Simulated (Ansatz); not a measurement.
# Lattice dynamics of Lu3SnC (Pm-3m)

How does Lu3SnC (Pm-3m) vibrate, and is this structure a minimum?

Calculated with Ansatz 0.2.0; DFT PBEsol, scalar-relativistic, plane waves, PAW; PAW set soft_1.

Report form: the programs' logs are mostly left out.

**1. The starting structure**

It takes space group Pm-3m (No. 221, cubic). The conventional cell has a = 4.728 Å, b = 4.728 Å, c = 4.728 Å, α = 90.00°, β = 90.00°, γ = 90.00°. Nearest to Lu lie 2 C at 2.36 Å and 8 Lu at 3.34 Å and 4 Sn at 3.34 Å. Nearest to Sn lie 12 Lu at 3.34 Å. Nearest to C lie 6 Lu at 2.36 Å. Farther neighbours are not listed.

Coordinates:

```cif
data_structure
_symmetry_space_group_name_H-M 'P 1'
_symmetry_Int_Tables_number 1
_cell_length_a 4.7282
_cell_length_b 4.7282
_cell_length_c 4.7282
_cell_angle_alpha 90.000
_cell_angle_beta 90.000
_cell_angle_gamma 90.000
_cell_volume 105.70
loop_
_atom_site_label
_atom_site_type_symbol
_atom_site_fract_x
_atom_site_fract_y
_atom_site_fract_z
_atom_site_occupancy
Lu1 Lu 0.50000 0.00000 0.50000 1
Lu2 Lu 0.50000 0.50000 0.00000 1
Lu3 Lu 0.00000 0.50000 0.50000 1
Sn4 Sn 0.00000 0.00000 0.00000 1
C5 C 0.50000 0.50000 0.50000 1
```

**2. Bringing the structure to rest**

Harmonic phonons are second derivatives at a point where the forces vanish, and they are wanted at zero stress, so atoms and cell are relaxed first.

Contents of input.yaml:

```yaml
crystal:
  lattice:
    - [4.72821961, 0.0, 0.0]
    - [0.0, 4.72821961, 0.0]
    - [0.0, 0.0, 4.72821961]
  atoms:
    - { symbol: Lu, position: [0.5, 0.0, 0.5] }
    - { symbol: Lu, position: [0.5, 0.5, 0.0] }
    - { symbol: Lu, position: [0.0, 0.5, 0.5] }
    - { symbol: Sn, position: [0.0, 0.0, 0.0] }
    - { symbol: C, position: [0.5, 0.5, 0.5] }
kpoints:
  mp_grid: { grid: [8, 8, 8] }
hamiltonian:
  xc: pbesol
  pseudopotentials: { kind: paw, azcp: { folder: soft_1 }, xc_functional: pbe }
scf:
  occupations: { method: gaussian, width: 0.1 }
output:
  forces: true
  stress: true
  eigenvalues: true
  write_density: true
  write_potential: true
  elf: true
  volumetric_format: npy
relax:
  adjacent_minimum: "off"
  f_tol: 0.005
  max_steps: 80
  cell: { stress_tol: 0.05 }
```

Started as:

```bash
$ ansatz run input.yaml --threads 4 --pin off --max-ram 10240MiB --backend cpu --events-out ev --progress --plain --runs-dir out
```

Wall time 28 s (4 threads of Arm Neoverse V1, shared host); peak memory 0.57 GiB.

Step by step:

```csv
step,energy less that of the first step (eV),largest force component (eV/Å),pressure (GPa),volume (Å³)
1,0.0000,0.0000,-2.58,105.70
2,-0.0061,0.0000,2.63,100.16
3,-0.0255,0.0000,-0.11,102.89
4,-0.0256,0.0000,0.00,102.77
5*,-0.0242,0.0000,-0.01,102.77
```

Relaxation steps marked * repeat the geometry before them on a plane-wave basis chosen anew for their cell, so energy and pressure can jump there.

The run keeps the 48 symmetry operations that it works with, so distortions that break them were not tested.

```csv
"conventional cell, symmetrised",before,after,change
a (Å),4.728,4.684,-0.9 %
b (Å),4.728,4.684,-0.9 %
c (Å),4.728,4.684,-0.9 %
volume (Å³/atom),21.14,20.55,-2.8 %
```

Final coordinates:

```cif
data_structure
_symmetry_space_group_name_H-M 'P 1'
_symmetry_Int_Tables_number 1
_cell_length_a 4.6841
_cell_length_b 4.6841
_cell_length_c 4.6841
_cell_angle_alpha 90.000
_cell_angle_beta 90.000
_cell_angle_gamma 90.000
_cell_volume 102.77
loop_
_atom_site_label
_atom_site_type_symbol
_atom_site_fract_x
_atom_site_fract_y
_atom_site_fract_z
_atom_site_occupancy
Lu1 Lu 0.50000 0.00000 0.50000 1
Lu2 Lu 0.50000 0.50000 0.00000 1
Lu3 Lu 0.00000 0.50000 0.50000 1
Sn4 Sn 0.00000 0.00000 0.00000 1
C5 C 0.50000 0.50000 0.50000 1
```

This step gave:

* pressure: -0.01208 GPa
* volume per atom: 20.55 Å³
* gap on the k-mesh: 0 eV

Valence density in the ac plane at fractional y = 0.500, with atoms of Lu and C within 0.2 Å of it. It is the smooth field of the valence electrons, not physical close to the nuclei.

Ten steps, logarithmic in the rise over the least value, from '0' (0 e/Å³) to '9' (42 e/Å³), each cell a mean:
```
00002589741000
00001356420000
00000122200000
10000011100001
43100122110024
86311233211247
98411233321269
97411233321258
64201122210135
21000111100012
00000011100000
00000244310000
00001478630000
00002699841000
```
Columns run along a (4.7 Å), rows up along c (4.7 Å). Atoms in or near the plane, at fractional coordinates: Lu at (0.50, 0.00), Lu at (0.00, 0.50), C at (0.50, 0.50).

ELF in the ac plane at fractional y = 0.500, with atoms of Lu and C within 0.2 Å of it. It is the smooth field of the valence electrons, not physical close to the nuclei.

Ten even steps from '0' (0.08) to '9' (0.84), each cell a mean:
```
43104999971023
21101699840012
00000134210000
21012333332001
86215888873147
99616975883289
89715820583499
99716852783399
98415888983169
43014565652014
00001111111000
11000477620011
32103899961013
43104998982024
```
Columns run along a (4.7 Å), rows up along c (4.7 Å). Atoms in or near the plane, at fractional coordinates: Lu at (0.50, 0.00), Lu at (0.00, 0.50), C at (0.50, 0.50).

Electrostatic potential energy in the ac plane at fractional y = 0.500, with atoms of Lu and C within 0.2 Å of it. With pseudopotentials it is smooth inside the atoms' cores, unlike the true potential.

Ten even steps from '0' (-77 eV) to '9' (18 eV), each cell a mean:
```
99997410268999
99998643579999
99999877899999
88999999999998
56899988999976
13689865799852
01589732589730
02689743689741
35799977899864
78899999999987
99999988899999
99998765689999
99998521368999
99997300158999
```
Columns run along a (4.7 Å; values clipped at the 3rd and 97th percentile), rows up along c (4.7 Å). Atoms in or near the plane, at fractional coordinates: Lu at (0.50, 0.00), Lu at (0.00, 0.50), C at (0.50, 0.50).

In this step the volume went from 21.14 to 20.55 Å³/atom.

**3. Tight relaxation**

Phonons need a cell at rest on their own settings, so the relaxation is repeated with tight tolerances on forces and stress on the k mesh and occupations of the first response run.

input.yaml, the sections that differ from step 2:

```yaml
crystal:
  lattice:
    - [4.6840541308, 0.0, 0.0]
    - [0.0, 4.6840541308, 0.0]
    - [0.0, 0.0, 4.6840541308]
  atoms:
    - { symbol: Lu, position: [0.5, 0.0, 0.5] }
    - { symbol: Lu, position: [0.5, 0.5, 0.0] }
    - { symbol: Lu, position: [0.0, 0.5, 0.5] }
    - { symbol: Sn, position: [0.0, 0.0, 0.0] }
    - { symbol: C, position: [0.5, 0.5, 0.5] }
scf:
  occupations: { method: methfessel_paxton, width: 0.2 }
output:
  forces: true
  stress: true
  eigenvalues: true
relax:
  adjacent_minimum: "off"
  f_tol: 0.001
  max_steps: 60
  cell: { stress_tol: 0.01 }
# kpoints, hamiltonian: as in step 2
```

It took 18 s on 4 threads; peak memory 0.55 GiB; 68 s of CPU time.

Little changed from the start: no atom moved by 0.005 Å and no cell edge by 0.1 %.

Numbers from this step:

- pressure: -7.70e-5 GPa

The forces vanish by symmetry and the pressure is 0.000 GPa, within the tolerances set. The cell now holds 20.55 Å³/atom.

**4. Linear response at the zone centre**

The zone centre comes first: it holds the modes that light can see, as far as symmetry allows. No field response is asked, since the mesh shows no gap.

input.yaml, the sections that differ from step 3:

```yaml
crystal:
  lattice:
    - [4.6838116069, 0.0, 0.0]
    - [0.0, 4.6838116069, 0.0]
    - [0.0, 0.0, 4.6838116069]
  atoms:
    - { symbol: Lu, position: [0.5, 0.0, 0.5] }
    - { symbol: Lu, position: [0.5, 0.5, 0.0] }
    - { symbol: Lu, position: [0.0, 0.5, 0.5] }
    - { symbol: Sn, position: [0.0, 0.0, 0.0] }
    - { symbol: C, position: [0.5, 0.5, 0.5] }
output:
  eigenvalues: true
phonons:
  method: dfpt
# kpoints, hamiltonian, scf: as in step 3
# relax: removed
```

Elapsed: 2.1 min, on 4 threads; peak memory 2.3 GiB.

Numbers from this step:

```
sum-rule residual before enforcement                    : 3.90e-5 eV/Å²
point group                                             : m-3m
highest optical mode at the zone centre (no LO-TO term) : 466.3 cm⁻¹
lowest optical zone-centre mode                         : 103.9 cm⁻¹
```

Patterns of degenerate modes are one choice out of their space. Modes at Γ, with each element's share of the kinetic energy:

```csv
mode,frequency (cm⁻¹),symmetry,Lu %,Sn %,C %
1,0.0,acoustic,80,18,2
2,0.0,acoustic,80,18,2
3,0.0,acoustic,80,18,2
4,103.9,T2u,100,0,0
5,103.9,T2u,100,0,0
6,103.9,T2u,100,0,0
7,108.7,T1u,18,82,0
8,108.7,T1u,18,82,0
9,108.7,T1u,18,82,0
10,144.5,T1u,98,0,2
11,144.5,T1u,98,0,2
12,144.5,T1u,98,0,2
13,466.3,T1u,3,0,96
14,466.3,T1u,3,0,96
15,466.3,T1u,3,0,96
```

Displacements in mode 4 (103.9 cm⁻¹), the largest set to 1:
```
Lu1  1.00  0.00  0.50
Lu2 -1.00  0.03  0.00
Lu3  0.00 -0.03 -0.50
Sn4  0.00  0.00  0.00
C5   0.00  0.00  0.00
```

Displacements in mode 15 (466.3 cm⁻¹), the largest set to 1:
```
Lu1  0.00  0.03 -0.01
Lu2  0.00  0.00 -0.05
Lu3  0.00  0.00 -0.01
Sn4  0.00  0.01 -0.01
C5   0.00 -0.56  1.00
```

Before it was imposed, the acoustic sum rule was missed by 3.9e-5 eV/Å². Small misses are needed for a sound result but don't prove that mesh and cutoff are converged. The lowest optical mode is real, 104 cm⁻¹.

**5. Response at finite wavevector**

Stability and thermal properties need the whole zone. Linear response on a 2×2×2 q mesh gives force constants as far as a supercell of that size would.

Changes to input.yaml since step 4:

```diff
@@ -22 +22,8 @@
   method: dfpt
+  qmesh: [2, 2, 2]
+  temperatures: { t_max: 1000, t_step: 50 }
+  qpath:
+    path:
+      - [[0.0, 0.0, 0.0], [0.0, 0.5, 0.0], [0.5, 0.5, 0.0], [0.0, 0.0, 0.0], [0.5, 0.5, 0.5], [0.0, 0.5, 0.0]]
+      - [[0.5, 0.5, 0.5], [0.5, 0.5, 0.0]]
+    npoints: 10
```

It took 9.7 min on 4 threads; peak memory 2.1 GiB.

This step gave:

| Property | Result |
| --- | --- |
| sum-rule residual before enforcement | 2.68e-5 eV/Å² |
| lowest frequency on the path | 0 cm⁻¹ |
| highest frequency on the path or at a solved wavevector | 547.9 cm⁻¹ |
| mean frequency | 183.7 cm⁻¹ |
| Debye temperature (second moment) | 450 K |
| logarithmic mean frequency | 138.3 cm⁻¹ |
| lowest mode on the q mesh (acoustic modes at Γ apart) | 38.92 cm⁻¹ |
| zero-point energy per atom | 34.16 meV |
| heat capacity at 300 K | 22.68 J/(mol atoms K) |
| vibrational entropy at 300 K | 36.44 J/(mol atoms K) |
| edges of the widest gap between branches, on path and mesh | 199.1, 451.2 cm⁻¹ |

Frequencies (cm⁻¹) solved at each irreducible wavevector; negative means imaginary. Frequencies by wavevector, by row:

```csv
q in reciprocal lattice units,star,mode 1,mode 2,mode 3,mode 4,mode 13,mode 14,mode 15
0 0 0,1,0,0,0,103.9,466.3,466.3,466.3
0 0 -0.5,3,70.9,70.9,80.2,84.2,451.2,451.2,547.9
0 -0.5 -0.5,3,38.9,81.6,81.6,88.3,460.6,526.4,526.4
-0.5 -0.5 -0.5,1,56.9,56.9,56.9,96.5,517.1,517.1,517.1
```

Interpolated from a 2×2×2 q mesh. Phonon branches along the path, in cm⁻¹:

```csv
point,branch 1,branch 2,branch 3,branch 4,branch 12,branch 13,branch 14,branch 15
Γ,0,0,0,104,144,466,466,466
halfway,43,43,67,93,154,459,459,508
X,71,71,80,84,162,451,451,548
halfway,61,78,79,81,171,456,490,537
M,39,82,82,88,182,461,526,526
halfway,56,58,83,85,161,457,499,499
Γ,0,0,0,104,144,466,466,466
halfway,63,63,76,91,169,494,494,494
R,57,57,57,96,199,517,517,517
halfway,63,66,71,89,179,489,490,530
X,71,71,80,84,162,451,451,548
jump to R,57,57,57,96,199,517,517,517
halfway,49,67,67,94,189,489,522,522
M,39,82,82,88,182,461,526,526
```

The phonon density of states has structure finer than the step of the table below, so its rows give means over 20 cm⁻¹, whole bins alone (the curve runs from 2.5 to 548 cm⁻¹). Peaks (cm⁻¹: height): 77.5: 0.106, 92.5: 0.168, 112.5: 0.179, 142.5: 0.199, 462.5: 0.0538.

Tetrahedra on a 14×14×14 mesh, mean over bins of 5 cm-1. Interpolated from a 2×2×2 q mesh. Phonon density of states against wavenumber; means over each step:

wavenumber (cm⁻¹), phonon density of states (1/cm⁻¹/cell) and a bar:
```
       20      0.002 
       40      0.014 ###
       60      0.076 ##################
       80      0.109 #########################
      100      0.123 #############################
      120      0.129 ##############################
      140      0.097 #######################
      160      0.024 ######
      180      0.023 #####
      200      0.002 #
      220      0.000 
      240      0.000 
      260      0.000 
      280      0.000 
      300      0.000 
      320      0.000 
      340      0.000 
      360      0.000 
      380      0.000 
      400      0.000 
      420      0.000 
      440      0.001 
      460      0.039 #########
      480      0.031 #######
      500      0.029 #######
      520      0.040 #########
```

The partial phonon density of states has structure finer than the step of the table below, so its rows give means over 25 cm⁻¹, whole bins alone (the curve runs from -10 to 573 cm⁻¹). Peaks (cm⁻¹: height): C 459.5: 0.0474, 485.1: 0.0323, 518.1: 0.0447; Lu 89.0: 0.119, 140.4: 0.130; Sn 114.7: 0.119.

Phonopy on the run's constants, 13x13x13 mesh, Gaussian sigma 4.2 cm-1. Interpolated from a 2×2×2 q mesh. The partial phonon density of states by wavenumber; means over each step; values in 1/cm⁻¹/cell:

```csv
wavenumber (cm⁻¹),C,Lu,Sn
25,5.5e-5,0.00301,6.2e-4
50,2.0e-4,0.0390,0.00355
75,2.3e-4,0.0900,0.0107
100,5.3e-5,0.0795,0.0480
125,6.7e-4,0.0553,0.0567
150,7.2e-4,0.0618,3.1e-4
175,1.6e-4,0.0258,1.0e-4
200,1.1e-5,0.00339,1.2e-7
225,0,2.4e-7,0
250,0,0,0
275,0,0,0
300,0,0,0
325,0,0,0
350,0,0,0
375,0,0,0
400,0,0,0
425,7.4e-7,0,0
450,0.0178,6.9e-4,6.0e-6
475,0.0337,9.5e-4,1.8e-5
500,0.0288,3.3e-4,1.0e-5
525,0.0336,8.7e-5,1.2e-5
550,0.00398,3.8e-6,0
```

Harmonic thermodynamic functions per atom, from the density of states. Interpolated from a 2×2×2 q mesh. Thermodynamic functions, by row:

```csv
T (K),F_vib (meV/atom),S (J/mol-atom/K),C_V (J/mol-atom/K)
0,34.16,0,0
50,33.37,5.18,9.991
100,28.17,14.56,16.54
200,5.81,27.59,20.85
300,-27.62,36.44,22.68
400,-68.98,43.09,23.55
500,-116.5,48.4,24.01
600,-169,52.81,24.28
700,-225.7,56.56,24.45
800,-286.1,59.84,24.56
900,-349.6,62.73,24.64
1000,-416,65.33,24.69
```

Harmonic mean-square displacement, third of the trace. Interpolated from a 2×2×2 q mesh. Mean square displacements, by row:

```csv
T (K),Lu1 U_eq (Å²),Lu2 U_eq (Å²),Lu3 U_eq (Å²),Sn4 U_eq (Å²),C5 U_eq (Å²)
0,0.00104,0.00104,0.00104,0.00139,0.00304
100,0.00208,0.00208,0.00208,0.00239,0.00333
300,0.00564,0.00564,0.00564,0.0063,0.00483
600,0.01117,0.01117,0.01117,0.01244,0.00815
```

Symmetry leaves 4 wavevectors to solve. The lowest mode among them, the acoustic zeros apart, lies at q = (0, -0.5, -0.5) and is real, 38.9 cm⁻¹.

**6. Isotope substitution, element C, natural mass 12.011 amu**

An isotope changes the mass and not the force constants, so no new electronic calculation is needed; the shifts show which modes move this element.

The same force constants with the mass of C changed from 12.011 to 13.003 u (phonopy, no LO-TO term). Both lists are sorted by frequency; levels can cross, so a row need not hold one and the same mode. Modes under 3 cm⁻¹ are left out. Isotope shifts, by row, the first 40 of 57 rows:

```csv
q,rank,natural mass (cm⁻¹),changed mass (cm⁻¹)
0 0 0,4,103.9,103.9
0 0 0,5,103.9,103.9
0 0 0,6,103.9,103.9
0 0 0,7,108.7,108.7
0 0 0,8,108.7,108.7
0 0 0,9,108.7,108.7
0 0 0,10,144.5,144.4
0 0 0,11,144.5,144.4
0 0 0,12,144.5,144.4
0 0 0,13,466.3,448.8
0 0 0,14,466.3,448.8
0 0 0,15,466.3,448.8
0 0 -0.5,1,70.9,70.87
0 0 -0.5,2,70.9,70.87
0 0 -0.5,3,80.18,80.18
0 0 -0.5,4,84.23,84.23
0 0 -0.5,5,84.23,84.23
0 0 -0.5,6,94.45,94.45
0 0 -0.5,7,112.6,112.6
0 0 -0.5,8,113.1,113.1
0 0 -0.5,9,113.1,113.1
0 0 -0.5,10,136.9,136.8
0 0 -0.5,11,136.9,136.8
0 0 -0.5,12,162.4,162.4
0 0 -0.5,13,451.2,434.4
0 0 -0.5,14,451.2,434.4
0 0 -0.5,15,547.9,526.6
0 -0.5 -0.5,1,38.92,38.92
0 -0.5 -0.5,2,81.61,81.6
0 -0.5 -0.5,3,81.61,81.6
0 -0.5 -0.5,4,88.29,88.29
0 -0.5 -0.5,5,88.29,88.29
0 -0.5 -0.5,6,103.3,103.3
0 -0.5 -0.5,7,108.4,108.4
0 -0.5 -0.5,8,118.2,118
0 -0.5 -0.5,9,121.2,121.2
0 -0.5 -0.5,10,121.2,121.2
0 -0.5 -0.5,11,144.1,144.1
0 -0.5 -0.5,12,181.7,181.7
0 -0.5 -0.5,13,460.6,443.5
```

A mode of this element alone would shift by -3.89 %. The highest zone-centre frequency without the field goes from 466.3 to 448.8 cm⁻¹ (-3.8 %). The product of the frequency ratios over all optical modes at Γ is 0.890; the product rule, (m/m′)^(3k/2) (M′/M)^(3/2) with k = 1 such atoms and M the mass of the cell, gives 0.890.

**7. Isotope substitution, element Sn, natural mass 118.71 amu**

The same for Sn, from 118.71 to 123.91 u.

A mode of this element alone would shift by -2.12 %. The highest zone-centre frequency without the field goes from 466.3 to 466.3 cm⁻¹ (-0.0 %). The product of the frequency ratios over all optical modes at Γ is 0.949; the product rule, (m/m′)^(3k/2) (M′/M)^(3/2) with k = 1 such atoms and M the mass of the cell, gives 0.949.

**8. Results**

| Property | Result |
| --- | --- |
| space group after relaxation (within 0.01 Å) | Pm-3m |
| volume per atom | 20.6 Å³ |
| electronic character | no gap on this mesh |
| highest optical mode at the zone centre (no LO-TO term) | 466 cm⁻¹ |
| lowest optical zone-centre mode | 104 cm⁻¹ |
| lowest mode on the q mesh (acoustic modes at Γ apart) | 38.9 cm⁻¹ |
| highest frequency on the path or at a solved wavevector | 548 cm⁻¹ |
| zero-point energy per atom | 34.2 meV |
| heat capacity at 300 K | 22.7 J/(mol atoms K) |
| vibrational entropy at 300 K | 36.4 J/(mol atoms K) |
| Debye temperature (second moment) | 450 K |
| imaginary modes on the 2×2×2 q mesh | none |

**Reading.** The structure is a minimum as far as tested: no mode is imaginary at the 4 irreducible wavevectors of the 2×2×2 mesh, and the softest away from the acoustic zeros lies at 39 cm⁻¹. The optical modes at Γ span 104 to 466 cm⁻¹. The highest mode in this list at Γ, 466.3 cm⁻¹, is mostly motion of C (96 % of the kinetic energy). On the path and the mesh, the widest gap between branches runs from 199 to 451 cm⁻¹. With no gap, or one that is small against the smearing, the frequencies hang on the k mesh and the smearing, most of all near Kohn anomalies. The phonon runs are without spin polarisation, although the cell has an odd electron count. Spin-orbit coupling is left out, which can matter for the heavy elements here. The PAW files were made for PBE and serve the other functionals too. A phonon run warned that its eigensolver left some bands unconverged in a pass. These are harmonic frequencies at zero temperature: anharmonic shifts, linewidths and thermal expansion are left out.

[Logs are printed without paths, hosts, clocks, repeated set-up lines and the standing remarks that a program may print on its own settings, such as how far it seeks lower states.]

[Hosts, paths, dates, database ids (printed as entryN), source tags and the programs' standing remarks are cut or masked in the printed files.]
